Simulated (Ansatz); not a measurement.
# SrLi2SnS4 (I-42m): refractive index against wavelength

The refractive index of SrLi2SnS4 (I-42m) along x below the direct gap (2.67 eV on the mesh) is read from one computed spectrum, n = √(Re ε). x, y and z are the Cartesian axes of the input cell.

Symmetry: I-42m, No. 121, tetragonal system. The conventional cell has a = 6.659 Å, b = 6.659 Å, c = 7.918 Å, α = 90.00°, β = 90.00°, γ = 90.00°. Sn on site a has 4 S at 2.37 Å as nearest neighbours. Sr on site b is surrounded by 8 S at 3.08 to 3.25 Å. S on site i is surrounded by 1 Sn at 2.37 Å and 2 Li at 2.47 Å. Li on site d has 4 S at 2.47 Å as nearest neighbours.

Method: Ansatz 0.2.0, PBE, independent particles, k-mesh 6×6×6 with interpolation inside its cells, Gaussian parameter 0.1 eV.

Launch of the response step: `ansatz run input.yaml --threads 4 --pin off --max-ram 8192MiB --backend cpu --events-out ev --progress --plain --runs-dir out`. The run took 39 s, on 4 threads of Intel(R) Xeon(R) 6975P-C (Granite Rapids), with other jobs on the host.

```tsv
wavelength (nm)	photon energy E (eV)	n
3000	0.413	2.4089
2000	0.620	2.4162
1550	0.800	?
1310	0.946	2.4344
1064	1.165	2.4516
850	1.459	2.4820
700	1.771	2.5260
```

In the single-oscillator model n² − 1 = E₀E_d/(E₀² − E²), so 1/(n² − 1) = E₀/E_d − E²/(E₀E_d) is linear in E².

Working, on the rows shown:

| x = E² (eV²) | y = 1/(n² − 1) |
| --- | --- |
| 0.170801 | 0.208212 |
| 0.384302 | 0.206696 |
| 0.895757 | 0.202992 |
| 1.35784 | 0.199587 |
| 2.12762 | 0.193786 |
| 3.13716 | 0.18585 |

Means: x̄ = 1.3456, ȳ = 0.19952. Σ(x − x̄)(y − ȳ) = -0.04764, Σ(x − x̄)² = 6.328. Slope = -0.04764 / 6.328 = -0.007529; intercept = ȳ − slope · x̄ = 0.20965. Turned back into n, the line misses the rows shown by at most 0.001.

**Question.** What does the fit predict for the withheld row, and how well does it do?

**Answer.** At x = 0.63984 the line gives y = 0.20483, that is 2.4253. The run gave 2.4252, so the interpolation is off by 8.3e-05, 0.1 % of the range in the table.

Refitted with all rows, the slope is -0.007531 and the intercept 0.20966. These give E₀ = √(intercept/−slope) = 5.28 eV and E_d = E₀/intercept = 25.2 eV; E₀ is 2.0 times the direct gap. The electronic limit at long wavelengths, without lattice vibrations, is n = √(1 + 1/intercept) = 2.402. Excitons are left out and so are local fields; PBE gaps are as a rule too small. Spin-orbit coupling is left out.

[Logs are printed without paths, hosts, clocks, repeated set-up lines and the standing remarks that a program may print on its own settings, such as how far it seeks lower states.]
